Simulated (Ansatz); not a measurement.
**BP (F-43m):V_B, thermodynamic levels from a 54-atom cell**

Wanted: the transition levels of a vacancy in BP (F-43m), from a cell of 54 host atoms with 1 B taken out.

Method: place-levels on r2SCAN runs: charge-transition levels and formation energies with image-charge correction and potential alignment at the atomic sites; PAW set soft_1, in Ansatz 0.2.0.

## 1. The structure

The cell holds 53 atoms: 26 B and 27 P. Its edges and angles: a = 9.767 Å, b = 9.767 Å, c = 9.767 Å, α = 60.0°, β = 60.0°, γ = 60.0°. It derives from BP (space group F-43m). Nearest the centre at fractional (0.667, 0.333, 0.667): P40 at 1.99 Å, P22 at 1.99 Å, P24 at 1.99 Å, P28 at 1.99 Å, B9 at 3.26 Å, B25 at 3.26 Å, B29 at 3.26 Å, B5 at 3.26 Å.

Screening for the image-charge correction: ε∞ = 9.31, ε0 = 9.42, computed on the host (DFPT, PBEsol, on the r2SCAN cell), and a cell off the functional's own equilibrium shifts the ionic part.

The relaxed host is scaled by +1.5 % along all axes; the dielectric constants are those of the unstrained host.

The cell's shortest repeat is 9.8 Å.

## 2. What was run first

Levels follow from differences of total energies between charge states, each relaxed by itself.

Random displacements of about 0.05 Å break the site symmetry at the start, so that the relaxation can reach a distorted minimum if there is one. Forces are taken on a 2×2×2 shifted mesh. The cell holds 3 electrons more than the neutral one, with a uniform background that keeps it neutral on the whole.

The sampling was tested on the host first: at the k-points planned (1x1x1 shifted 0.25 0.25 0.25) its energy lies 0.146 eV an atom from the dense-mesh value, so the final energies take a denser sampling.

One state's input; the others differ in charge, spin, start and seed, and in occupations where the table says so.

Contents of qm3.relax/input.yaml:

```yaml
crystal:
  lattice:
    - [0.0, 6.90662457, 6.90662457]
    - [6.90662457, 0.0, 6.90662457]
    - [6.90662457, 6.90662457, 0.0]
  atoms:
    - { symbol: B, position: [0.0, 0.0, 0.0] }
    - { symbol: P, position: [0.25, 0.25, 0.25] }
[... 2 atom lines left out ...]
    - { symbol: B, position: [0.0, 0.0, 0.66666667] }
[... 3 atom lines left out ...]
    - { symbol: B, position: [0.0, 0.33333333, 0.33333333] }
    - { symbol: P, position: [0.25, 0.58333333, 0.58333333] }
    - { symbol: B, position: [0.0, 0.33333333, 0.66666667] }
    - { symbol: P, position: [0.25, 0.58333333, 0.91666667] }
[... 9 atom lines left out ...]
    - { symbol: P, position: [0.58333333, 0.25, 0.58333333] }
[... 1 atom line left out ...]
    - { symbol: P, position: [0.58333333, 0.25, 0.91666667] }
    - { symbol: B, position: [0.33333333, 0.33333333, 0.0] }
[... 2 atom lines left out ...]
    - { symbol: P, position: [0.58333333, 0.58333333, 0.58333333] }
    - { symbol: B, position: [0.33333333, 0.33333333, 0.66666667] }
    - { symbol: P, position: [0.58333333, 0.58333333, 0.91666667] }
[... 4 atom lines left out ...]
    - { symbol: B, position: [0.33333333, 0.66666667, 0.66666667] }
[... 1 atom line left out ...]
    - { symbol: B, position: [0.66666667, 0.0, 0.0] }
[... 2 atom lines left out ...]
    - { symbol: P, position: [0.91666667, 0.25, 0.58333333] }
    - { symbol: B, position: [0.66666667, 0.0, 0.66666667] }
    - { symbol: P, position: [0.91666667, 0.25, 0.91666667] }
    - { symbol: B, position: [0.66666667, 0.33333333, 0.0] }
[... 1 atom line left out ...]
    - { symbol: B, position: [0.66666667, 0.33333333, 0.33333333] }
[... 4 atom lines left out ...]
    - { symbol: B, position: [0.66666667, 0.66666667, 0.33333333] }
[... 1 atom line left out ...]
    - { symbol: B, position: [0.66666667, 0.66666667, 0.66666667] }
    - { symbol: P, position: [0.91666667, 0.91666667, 0.91666667] }
  host:
    repeats: [3, 3, 3]
    atoms:
      - { symbol: B, position: [0.0, 0.0, 0.0] }
      - { symbol: P, position: [0.75, 0.75, 0.75] }
total_charge: -3
basis:
  ecutwfc: 500
  xc_grid: 2
hamiltonian:
  xc: r2scan
  pseudopotentials: { kind: paw, azcp: { folder: soft_1 } }
kpoints:
  mp_grid: { grid: [2, 2, 2], shift: [0.5, 0.5, 0.5] }
scf:
  occupations: { method: fixed }
  max_iter: 100
output:
  forces: true
  charged_corrections:
    epsilon: 9.31
    static_epsilon: 9.42
    defect_position: [0.666667, 0.333333, 0.666667]
relax:
  f_tol: 0.02
  max_steps: 80
  random_displacement: { amplitude: 0.05, seed: 6613 }
checkpoint:
  write: "../qm3.relax.run"
  compress: false
  write_wavefunctions: true
  write_every: 100000
```

Started as:

```console
ansatz run input.yaml --threads 4 --pin off --max-ram 7536MiB --backend cpu --events-out ev --progress --plain --runs-dir out
```

The run of this state that the levels use, under r2SCAN:

Contents of qm3.point/input.yaml:

```yaml
crystal:
  checkpoint: "../qm3.relax.run"
  host: checkpoint
total_charge: -3
basis:
  ecutwfc: 500
  xc_grid: 2
hamiltonian:
  xc: r2scan
  pseudopotentials: { kind: paw, azcp: { folder: soft_1 } }
kpoints:
  mp_grid: { grid: [2, 2, 2], shift: [0.5, 0.5, 0.5] }
scf:
  occupations: { method: fixed }
  max_iter: 100
output:
  forces: true
  eigenvalues: true
  charged_corrections:
    epsilon: 9.31
    static_epsilon: 9.42
    defect_position: [0.666667, 0.333333, 0.666667]
  eigenstates: { localisation: true }
  populations: true
checkpoint:
  read: "../qm3.relax.run"
  write: "../qm3.point.run"
  compress: false
  write_wavefunctions: false
  write_every: 100000
```

Relaxations under r2SCAN at a 2×2×2 shifted mesh; times on 4 threads of Arm Neoverse V1, shared host:

| charge | moment (μB) | occupations | outcome | steps | largest displacement against the far atoms (Å) | time |
| --- | --- | --- | --- | --- | --- | --- |
| −3 | 0 | fixed | converged | 5 | 0.07 | 2.4 min |
| −2 | 1 | fixed | converged | 5 | 0.04 | 7.6 min |
| −1 | 0 | fixed | converged | 7 | 0.06 | 3.4 min |
| 0 | 1 | fixed | converged | 9 | 0.07 | 8 min |
| +1 | 0 | fixed | converged | 5 | 0.15 | 2.3 min |
| −3 | 2 | fixed | converged | 7 | 0.04 | 9.1 min |
| −1 | 2 | fixed | converged | 6 | 0.04 | 6.3 min |
| +1 | 2 | fixed | converged | 5 | 0.12 | 5.7 min |

Single points under r2SCAN at a 2×2×2 shifted mesh; times on 4 threads of Arm Neoverse V1, shared host:

| charge | moment (μB) | occupations | outcome | time |
| --- | --- | --- | --- | --- |
| −3 | 0 | fixed | converged | 24 s |
| −2 | 1 | fixed | converged | 55 s |
| −1 | 0 | fixed | converged | 27 s |
| 0 | 1 | fixed | converged | 54 s |
| +1 | 0 | fixed | converged | 27 s |
| −3 | 2 | fixed | converged | 55 s |
| −1 | 2 | fixed | converged | 62 s |
| +1 | 2 | fixed | converged | 55 s |

Distances (Å) from the ideal centre to the nearest atoms after relaxation with r2SCAN:

| charge | moment (μB) | 1. | 2. | 3. | 4. | 5. | 6. |
| --- | --- | --- | --- | --- | --- | --- | --- |
| −3 | 0 | P 1.92 | P 1.94 | P 1.94 | P 1.95 | B 3.24 | B 3.24 |
| −3 | 2 | P 1.97 | P 1.97 | P 1.98 | P 1.98 | B 3.23 | B 3.23 |
| −2 | 1 | P 1.96 | P 1.98 | P 1.98 | P 1.98 | B 3.23 | B 3.24 |
| −1 | 0 | P 1.99 | P 2.01 | P 2.01 | P 2.02 | B 3.20 | B 3.22 |
| −1 | 2 | P 2.01 | P 2.02 | P 2.02 | P 2.03 | B 3.24 | B 3.24 |
| 0 | 1 | P 2.05 | P 2.06 | P 2.06 | P 2.07 | B 3.23 | B 3.24 |
| +1 | 0 | P 2.09 | P 2.10 | P 2.10 | P 2.14 | B 3.24 | B 3.24 |
| +1 | 2 | P 2.09 | P 2.10 | P 2.11 | P 2.11 | B 3.24 | B 3.24 |

## 3. Placing the levels, r2SCAN

A charged cell interacts with its images and the background, and its potential has another zero than the host's. place-levels removes the first by a point-charge model, screened by the static dielectric constant since the ions have relaxed around the charge, and the second by comparing potentials at atoms far from the defect.

The host is a run of the defect-free crystal in the same cutoffs, grids and k-points, so that basis and sampling errors cancel in part in the differences. The host is run in a cell of 2 atoms on a matching mesh. Its band edges are searched through the zone by a band path, so the gap is smaller than, or equal to, that on the mesh. Chemical potentials are energies per atom of B (alpha-rhombohedral (B12)), run with the same functional and cutoff.

Contents of levels.point.yaml:

```yaml
host:
  run: host.point.run
states: [qm3.point.run, qm2_M1.point.run, qm1.point.run, q0_M1.point.run, qp1.point.run, qm3_M2.point.run, qm1_M2.point.run, qp1_M2.point.run]
geometry_from:
  qm3.point.run: qm3.relax.run
  qm2_M1.point.run: qm2_M1.relax.run
  qm1.point.run: qm1.relax.run
  q0_M1.point.run: q0_M1.relax.run
  qp1.point.run: qp1.relax.run
  qm3_M2.point.run: qm3_M2.relax.run
  qm1_M2.point.run: qm1_M2.relax.run
  qp1_M2.point.run: qp1_M2.relax.run
  host.point.run: host.relax.run
chemical_potentials:
  B:
    energy: -156.554104
    dataset: <sha256 of the dataset>
epsilon: 9.31
static_epsilon: 9.42
vertical:
  - { from: qm3.point.run, to: qm3.point_neutral.run }
  - { from: qm2_M1.point.run, to: qm2_M1.point_neutral.run }
  - { from: qm1.point.run, to: qm1.point_neutral.run }
  - { from: qp1.point.run, to: qp1.point_neutral.run }
  - { from: qm3_M2.point.run, to: qm3_M2.point_neutral.run }
  - { from: qm1_M2.point.run, to: qm1_M2.point_neutral.run }
  - { from: qp1_M2.point.run, to: qp1_M2.point_neutral.run }
```

Started as:

```console
ansatz place-levels levels.point.yaml -- --threads 4 --pin off --max-ram 7536MiB
```

Numbers of over 12 decimals in the logs are rounded to 6 here.

The log of the run:

```text
[... repeated set-up lines and file paths are left out, and long positions are rounded to six places ...]
(+1/0) 0.281 eV above the valence edge, 1.187 eV under the conduction edge
(0/-1) 0.719 eV above the valence edge, 0.750 eV under the conduction edge
(-1/-2) 1.512 eV above the valence edge (+1.542 eV without the band-filling correction), in the conduction band; not on the lower envelope
(-2/-3) 1.502 eV above the valence edge (+2.054 eV without the band-filling correction), in the conduction band; not on the lower envelope
(-1/-3) 1.507 eV above the valence edge (+1.798 eV without the band-filling correction), in the conduction band: charges between them are lowest nowhere
formation energy of charge +1: +3.862 eV with the Fermi level at the valence edge
formation energy of charge 0: +4.143 eV with the Fermi level at the valence edge
formation energy of charge -1: +4.862 eV with the Fermi level at the valence edge
formation energy of charge -2: +6.374 eV with the Fermi level at the valence edge
formation energy of charge -3: +7.876 eV with the Fermi level at the valence edge
vertical -3 to 0: no energy, since no alignment is typed
  the change from vertical[0].from (qm3.point.run) to vertical[0].to (qm3.point_neutral.run): by its potential at epsilon 9.31 it stands at 0.626 0.296 0.626, with an rms radius of about 2.4 Å (1.4 1.4 1.4 Å across the planes of the cell's vectors); [...]
vertical -2 to 0: no energy, since no alignment is typed
  the change from vertical[1].from (qm2_M1.point.run) to vertical[1].to (qm2_M1.point_neutral.run): by its potential at epsilon 9.31 it stands at 0.619 0.285 0.621, with an rms radius of about 2.3 Å (1.3 1.3 1.4 Å across the planes of the cell's vectors); [...]
vertical -1 to 0: no energy, since no alignment is typed
  the change from vertical[2].from (qm1.point.run) to vertical[2].to (qm1.point_neutral.run): by its potential at epsilon 9.31 it stands at 0.614 0.290 0.612, with an rms radius of about 2.2 Å (1.3 1.4 1.2 Å across the planes of the cell's vectors); [...]
vertical +1 to 0: no energy, since no alignment is typed
  the change from vertical[3].from (qp1.point.run) to vertical[3].to (qp1.point_neutral.run): by its potential at epsilon 9.31 it stands at 0.604 0.262 0.603, with an rms radius of about 2.2 Å (1.4 1.2 1.4 Å across the planes of the cell's vectors); [...]
vertical -3 to 0: no energy, since no alignment is typed
  the change from vertical[4].from (qm3_M2.point.run) to vertical[4].to (qm3_M2.point_neutral.run): by its potential at epsilon 9.31 it stands at 0.619 0.287 0.618, with an rms radius of about 3.1 Å (1.8 1.8 1.8 Å across the planes of the cell's vectors); [...]
vertical -1 to 0: no energy, since no alignment is typed
[...]
of states[6] (qm1_M2.point.run): it parts from the run at its places by a charge that spreads by about 1.7 Å along one vector (1.4 Å or more is wide), by its potential at epsilon 9.31, taken for that of held ions (one typed too small widens it), where the [...]
  of states[1] (qm2_M1.point.run): it parts from the run that its charge is read beside by 2 carriers, of which the mean alone is read, by its potential at epsilon 9.31, taken for that of held ions (one typed too small widens it): that is narrow, but one of [...]
  of states[0] (qm3.point.run): it parts from the run at its places by a charge that spreads by about 1.4 Å along one vector (1.4 Å or more is wide), by its potential at epsilon 9.31, taken for that of held ions (one typed too small widens it), where the cell [...]
  of states[7] (qp1_M2.point.run): it parts from the run at its places by a charge that spreads by about 1.4 Å along one vector (1.4 Å or more is wide), by its potential at epsilon 9.31, taken for that of held ions (one typed too small widens it), where the [...]
  of states[2] (qm1.point.run): its alignment with the host at atomic sites is doubtful: the mean over the far sites moves by +0.0668 eV from their farther parts to their nearer, more than 0.05 eV. [...]
  of states[5] (qm3_M2.point.run): it parts from the run at its places by a charge that spreads by about 1.8 Å along one vector (1.4 Å or more is wide), by its potential at epsilon 9.31, taken for that of held ions (one typed too small widens it), where the [...]
  of vertical[0].from (qm3.point.run): it parts from the run at its places by a charge that spreads by about 1.4 Å along one vector (1.4 Å or more is wide), by its potential at epsilon 9.31, taken for that of held ions (one typed too small widens it), where [...]
  of vertical[0].to (qm3.point_neutral.run): band_overlap_at_count; stability_check_not_made
  of vertical[1].from (qm2_M1.point.run): band_overlap_at_count; stability_check_not_made; of the run under geometry_from: band_overlap_at_count; [...]
  of vertical[1].to (qm2_M1.point_neutral.run): band_overlap_at_count; stability_check_not_made
  of vertical[2].from (qm1.point.run): band_overlap_at_count; of the run under geometry_from: band_overlap_at_count
  of vertical[2].to (qm1.point_neutral.run): band_overlap_at_count; stability_check_not_made
  of vertical[3].to (qp1.point_neutral.run): band_overlap_at_count; stability_check_not_made
  of vertical[4].from (qm3_M2.point.run): its moments are held at its close (magnetization.spin_locking), by a field of 0.423 eV a Bohr magneton, and its energy and levels are of the state that this holds: a run that lets them go can end lower; [...]
  of vertical[4].to (qm3_M2.point_neutral.run): band_overlap_at_count; stability_check_not_made
  of vertical[5].from (qm1_M2.point.run): stability_check_not_made; [...]
  of vertical[5].to (qm1_M2.point_neutral.run): band_overlap_at_count; stability_check_not_made
  of vertical[6].from (qp1_M2.point.run): its moments are held at its close (magnetization.spin_locking), by a field of 0.140 eV a Bohr magneton, and its energy and levels are of the state that this holds: a run that lets them go can end lower; [...]
  of vertical[6].to (qp1_M2.point_neutral.run): it set out from the moments of a save, which an earlier run chose (saved_moments_taken); band_overlap_at_count; stability_check_not_made
```

Elapsed: 0.95 s, on 4 threads of Arm Neoverse V1, shared host.

Levels between the charges placed, in eV above the valence top:

|  | gap (eV) | (+1/0) | (0/−1) | (−1/−2) | (−2/−3) |
| --- | --- | --- | --- | --- | --- |
| r2SCAN | 1.47 | 0.28 | 0.72 | 1.51 | 1.50 |

Corrections by state:

| charge | moment (μB) | image terms and alignment (eV) | band filling (eV) | ε used | over the lowest of its charge, as the program ranks them, band filling apart (eV) |
| --- | --- | --- | --- | --- | --- |
| +1 | 0.0 | -0.075 | - | 9.42 | 0.000 |
| 0 | 1.0 | 0.000 | - | - | 0.000 |
| −1 | 2.0 | 0.434 | - | 9.42 | 0.000 |
| −2 | 1.0 | 1.276 | -0.030 | 9.42 | 0.000 |
| −3 | 0.0 | 2.527 | -0.582 | 9.42 | 0.000 |
| +1 | 2.0 | -0.064 | - | 9.42 | 0.480 |
| −1 | 0.0 | 0.443 | - | 9.42 | 0.224 |
| −3 | 2.0 | 2.399 | - | 9.42 | 0.685 |

The charged structures listed were also run neutral, and place-levels reads from each pair, by the potential or the spins, how wide the charge is by which they differ; that can be the carrier of either run.

| charge | rms radius (Å) | spread where it is widest against the cell (Å) | wide from (Å) | reading |
| --- | --- | --- | --- | --- |
| +1 | 2.2 | 1.35 | 1.38 | narrow |
| −1 | 2.7 | 1.71 | 1.38 | wide |
| −2 | 2.3 | 1.36 | 1.38 | narrow |
| −3 | 2.4 | 1.43 | 1.38 | wide |

The neutral runs of these pairs need not share the spin of the lowest neutral state, and very wide values only mean spread over the cell.

From the program's caveats on the states, each cut to its opening words:

- charge +1: its alignment with the host at atomic sites is doubtful: the mean over the far sites moves by -0.1962 eV from their farther parts to their nearer, more than [...]
- charge 0 (1 μB): its alignment with the host at atomic sites is doubtful: the mean over the far sites moves by -0.0554 eV from their farther parts to their nearer, more than [...]
- charge 0 (1 μB), −2 (1 μB), +1 (2 μB), −1, −3 (2 μB): filled levels lie above empty ones at the fixed electron count
- charge 0 (1 μB), −1 (2 μB), −2 (1 μB), +1 (2 μB), −3 (2 μB): flagged: stability check not made
- charge −1 (2 μB): it parts from the run at its places by a charge that spreads by about 1.7 Å along one vector (1.4 Å or more is wide), by its potential at epsilon 9.31, taken [...]
- charge −1 (2 μB): its alignment with the host at atomic sites is doubtful: the mean over the far sites moves by +0.0726 eV from their farther parts to their nearer, more than [...]
- charge −2 (1 μB): it parts from the run that its charge is read beside by 2 carriers, of which the mean alone is read, by its potential at epsilon 9.31, taken for that of held [...]
- charge −2 (1 μB): a band-filling correction moves a carrier to the host's band edge, which changes its energy by -0.030 eV
- charge −2 (1 μB): its alignment with the host at atomic sites is doubtful: the mean over the far sites moves by +0.1824 eV from their farther parts to their nearer, more than [...]
- charge −3, +1 (2 μB): it parts from the run at its places by a charge that spreads by about 1.4 Å along one vector (1.4 Å or more is wide), by its potential at epsilon 9.31, taken [...]
- charge −3: a band-filling correction moves a carrier to the host's band edge, which changes its energy by -0.582 eV
- charge −3: its alignment with the host at atomic sites is doubtful: the mean over the far sites moves by +0.2836 eV from their farther parts to their nearer, more than [...]
- charge +1 (2 μB): its alignment with the host at atomic sites is doubtful: the mean over the far sites moves by -0.1609 eV from their farther parts to their nearer, more than [...]
- charge +1 (2 μB): its moments are held at its close (magnetization.spin_locking), by a field of 0.140 eV a Bohr magneton, and its energy and levels are of the state that this [...]

Chemical potentials of the elements' reference phases, run alike. Formation energies (elemental references), with the Fermi level at the valence top and at the conduction bottom (gap 1.47 eV):

| charge | at valence top (eV) | at conduction bottom (eV) | correction included (eV) |
| --- | --- | --- | --- |
| +1 | 3.86 | 5.33 | -0.08 |
| 0 | 4.14 | 4.14 | 0.00 |
| −1 | 4.86 | 3.39 | 0.43 |
| −2 | 6.37 | 3.44 | 1.25 |
| −3 | 7.88 | 3.47 | 1.95 |

```tsv
Fermi level (eV)	lowest formation energy (eV)
0.00	3.86
0.13	4.00
0.27	4.13
0.40	4.14
0.53	4.14
0.67	4.14
0.80	4.06
0.93	3.93
1.07	3.79
1.20	3.66
1.34	3.53
1.47	3.39
```

## 4. Summary of results

| Quantity | Value |
| --- | --- |
| gap of the host | 1.47 eV (r2SCAN) |
| level (plus 1/0) | 0.28 eV above the valence top |
| level (0/minus 1) | 0.72 eV above the valence top |
| level (minus 1/minus 2) | 1.51 eV above the valence top, past the conduction bottom, not a change between lowest states (1.54 eV above the valence top without the band-filling term) |
| level (minus 2/minus 3) | 1.50 eV above the valence top, past the conduction bottom, not a change between lowest states (2.05 eV above the valence top without the band-filling term) |
| lowest of the charges placed, just above the valence top (0.02 eV) | +1 |
| lowest of the charges placed, just below the conduction bottom (0.02 eV) | −1 |
| lowest formation energy at mid-gap of the charges run, elemental references | 4.13 eV |

In words: Of the charges placed (−3, −2, −1, 0 and +1), the lowest changes at 0.28 eV (+1/0) and 0.72 eV (0/−1) above the valence top, in a gap of 1.47 eV. Charges above +1 were not placed, so these runs say nothing of levels that involve them. States placed: +1 at 0 μB and 2 μB; 0 at 1 μB; −1 at 2 μB and 0 μB; −2 at 1 μB; −3 at 0 μB and 2 μB. Other spin states or structures, where not listed, weren't placed. The program finds carriers beyond a band edge of the host and adds a band-filling term at charge −3 (-0.58 eV) and −2 (-0.03 eV); steps to such a charge show no bound level, and a defect level inside a band would be read the same way. Corrections reach 2.5 eV, so the cell is small for these charges and their levels are rough. The program doubts the alignment of potentials for at least one state, a sign that the cell is small. Keep in mind: r2SCAN makes the gap too small and tends to spread out bound carriers.

[Logs are printed without paths, hosts, clocks, repeated set-up lines and the standing remarks that a program may print on its own settings, such as how far it seeks lower states.]

[Hosts, paths, dates, database ids (printed as entryN), source tags and the programs' standing remarks are cut or masked in the printed files.]

[Where a table of states has a column of steps, it counts the stored structures, which are thinned; the runs took as many ionic steps or more.]

[A defect's name tells the site on which it was built; relaxed atoms can leave that site.]

[For some hosts the program warned that the k-mesh of the response run may be too coarse for force constants and the static dielectric constant; such warnings are not shown here.]
